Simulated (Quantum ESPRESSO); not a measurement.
# Wannier-interpolated electron–phonon scattering in Rh (Fm-3m)

How strongly do phonons scatter the electrons of Rh (Fm-3m), and how dense must the meshes be?

Program: Quantum ESPRESSO 7.5. Level of theory: DFT PBE, scalar-relativistic, plane waves, PseudoDojo 0.4.1 norm-conserving pseudopotentials. Results are calculated unless marked as measured.

Experimental background.

“CRC Handbook of Chemistry and Physics, 84th edition, Electrical Resistivity of Pure Metals” (2003, CRC Press, section 12, read from Wikipedia's data page) quotes from earlier work for Rh (bulk crystal): resistivity at 273 K 4.3 μΩ cm.

For Rh (bulk crystal), “Specific Heats and Enthalpies of Technical Solids at Low Temperatures” (1960, NBS Monograph 21, table 3) quotes earlier work: Sommerfeld coefficient γ (electronic heat capacity coefficient, an early compilation) 4.9 mJ/(mol K²).

## 1. Set-up

Symmetry: Fm-3m, No. 225, cubic system. The conventional cell has a = 3.796 Å, b = 3.796 Å, c = 3.796 Å, α = 90.00°, β = 90.00°, γ = 90.00°. Nearest to Rh lie 12 Rh at 2.68 Å.

Coordinates:

```cif
data_structure
_symmetry_space_group_name_H-M 'Fm-3m'
_symmetry_Int_Tables_number 225
_cell_length_a 3.7957
_cell_length_b 3.7957
_cell_length_c 3.7957
_cell_angle_alpha 90.000
_cell_angle_beta 90.000
_cell_angle_gamma 90.000
_cell_volume 54.69
loop_
_atom_site_label
_atom_site_type_symbol
_atom_site_symmetry_multiplicity
_atom_site_Wyckoff_symbol
_atom_site_fract_x
_atom_site_fract_y
_atom_site_fract_z
_atom_site_occupancy
Rh1 Rh 4 a 0.00000 0.00000 0.00000 1
```

## 2. Relaxation

The cell is relaxed under the functional used for all that follows.

relax.in reads:

```
&control
   calculation = 'vc-relax'
   prefix = 'x'
   outdir = './tmp'
   pseudo_dir = './pseudo'
   tprnfor = .true.
   tstress = .true.
   etot_conv_thr = 1.0d-05
   forc_conv_thr = 4.0d-04
/
&system
   ibrav = 0
   nat = 1
   ntyp = 1
   ecutwfc = 88.0
   occupations = 'smearing'
   smearing = 'mv'
   degauss = 0.02
/
&electrons
   conv_thr = 1.0d-11
/
&ions
/
&cell
   press_conv_thr = 0.4
/
ATOMIC_SPECIES
 Rh    102.9055  Rh.upf
CELL_PARAMETERS angstrom
     0.000000000    1.897850000    1.897850000
     1.897850000    0.000000000    1.897850000
     1.897850000    1.897850000    0.000000000
ATOMIC_POSITIONS crystal
 Rh     0.000000000   0.000000000   0.000000000
K_POINTS automatic
 12 12 12 0 0 0
```

Run with:

```sh
$ OMP_NUM_THREADS=1 mpirun -n 8 pw.x -nk 8 -in relax.in > relax.out
```

The log of the run:

```text
Program PWSCF v.7.5

     This program is part of the open-source Quantum ESPRESSO suite
     for quantum simulation of materials; please cite
         "P. Giannozzi et al., J. Phys.:Condens. Matter 21 395502 (2009);
         "P. Giannozzi et al., J. Phys.:Condens. Matter 29 465901 (2017);
         "P. Giannozzi et al., J. Chem. Phys. 152 154105 (2020);
     in publications or presentations arising from this work. More details at

     Message from routine setup:
     using ibrav=0 with symmetry is DISCOURAGED, use correct ibrav instead

     G-vector sticks info
     --------------------
     sticks:   dense  smooth     PW     G-vecs:    dense   smooth      PW
     Sum         625     625    199                10177    10177    1837

     Using Slab Decomposition

     bravais-lattice index     =            0
     lattice parameter (alat)  =       5.0720  a.u.
     unit-cell volume          =      92.2597 (a.u.)^3
     number of atoms/cell      =            1
     number of atomic types    =            1
     number of electrons       =        17.00
     number of Kohn-Sham states=           13
     kinetic-energy cutoff     =      88.0000  Ry
     charge density cutoff     =     352.0000  Ry
     scf convergence threshold =      1.0E-11
     mixing beta               =       0.7000
     number of iterations used =            8  plain     mixing
     energy convergence thresh.=      1.0E-05
     force convergence thresh. =      4.0E-04
     press convergence thresh. =      4.0E-01
     Exchange-correlation= PBE
                           (   1   4   3   4   0   0   0)
     nstep                     =           50

     celldm(1)=   5.071959  celldm(2)=   0.000000  celldm(3)=   0.000000
     celldm(4)=   0.000000  celldm(5)=   0.000000  celldm(6)=   0.000000

     crystal axes: (cart. coord. in units of alat)
               a(1) = (   0.000000   0.707107   0.707107 )
               a(2) = (   0.707107   0.000000   0.707107 )
               a(3) = (   0.707107   0.707107   0.000000 )
[...]
number of Kohn-Sham states=           13
     number of k points=    72  Marzari-Vanderbilt smearing, width (Ry)=  0.0200
     estimated scf accuracy    <       0.11459100 Ry
     estimated scf accuracy    <       0.06140208 Ry
     estimated scf accuracy    <       0.00032570 Ry
     estimated scf accuracy    <       0.00000764 Ry
     estimated scf accuracy    <       0.00000045 Ry
     estimated scf accuracy    <       0.00000004 Ry
     estimated scf accuracy    <          2.8E-10 Ry
     estimated scf accuracy    <          7.7E-11 Ry
     the Fermi energy is    22.0289 ev
!    total energy              =    -234.57766739 Ry
     estimated scf accuracy    <          6.6E-15 Ry
     convergence has been achieved in  10 iterations
          total   stress  (Ry/bohr**3)                   (kbar)     P=        0.91
   JOB DONE.
```

Elapsed: 18 s, on 8 MPI ranks of Arm Neoverse N1, shared host; 2.4 min of CPU time.

This step gave:

```yaml
free_energy: -3191.5918 eV
pressure: 0.09100 GPa
volume_per_atom: 14.04 Å³/atom
```

The volume ends at 14.04 Å³ an atom, +2.7 % from the start.

## 3. Ground state

Linear response needs a tightly converged ground state.

scf.in reads:

```
&control
   calculation = 'scf'
   prefix = 'x'
   outdir = './tmp'
   pseudo_dir = './pseudo'
   tprnfor = .true.
   tstress = .true.
/
&system
   ibrav = 0
   nat = 1
   ntyp = 1
   ecutwfc = 88.0
   occupations = 'smearing'
   smearing = 'mv'
   degauss = 0.02
/
&electrons
   conv_thr = 1.0d-12
/
ATOMIC_SPECIES
 Rh    102.9055  Rh.upf
CELL_PARAMETERS angstrom
     0.000000000    1.914767400    1.914767400
     1.914767400    0.000000000    1.914767400
     1.914767400    1.914767400    0.000000000
ATOMIC_POSITIONS crystal
 Rh     0.000000000   0.000000000   0.000000000
K_POINTS automatic
 12 12 12 0 0 0
```

Run with:

```sh
$ OMP_NUM_THREADS=1 mpirun -n 8 pw.x -nk 8 -in scf.in > scf.out
```

The log of the run:

```text
[banner, memory and clock lines left out]
[...]
number of Kohn-Sham states=           13
     number of k points=    72  Marzari-Vanderbilt smearing, width (Ry)=  0.0200
     estimated scf accuracy    <       0.11754006 Ry
     estimated scf accuracy    <       0.06752329 Ry
     estimated scf accuracy    <       0.00032716 Ry
     estimated scf accuracy    <       0.00000853 Ry
     estimated scf accuracy    <       0.00000056 Ry
     estimated scf accuracy    <       0.00000005 Ry
     estimated scf accuracy    <          2.5E-09 Ry
     estimated scf accuracy    <          2.0E-10 Ry
     estimated scf accuracy    <          3.5E-12 Ry
     the Fermi energy is    22.0289 ev
!    total energy              =    -234.57766739 Ry
     estimated scf accuracy    <          6.0E-14 Ry
     convergence has been achieved in  10 iterations
          total   stress  (Ry/bohr**3)                   (kbar)     P=        0.91
```

Elapsed: 5.7 s, on 8 MPI ranks.

This step gave:

| Item | Value |
| --- | --- |
| Fermi energy | 22.03 eV |

The Fermi level lies at 22.03 eV and the pressure is 0.091 GPa.

(Part 1 of 5 ends here.)

[The logs of pw.x and epw.x are selected lines.]

[Logs are printed without paths, hosts, clocks, repeated set-up lines and the standing remarks that a program may print on its own settings, such as how far it seeks lower states.]

[Hosts, paths, dates, database ids (printed as entryN), source tags and the programs' standing remarks are cut or masked in the printed files.]
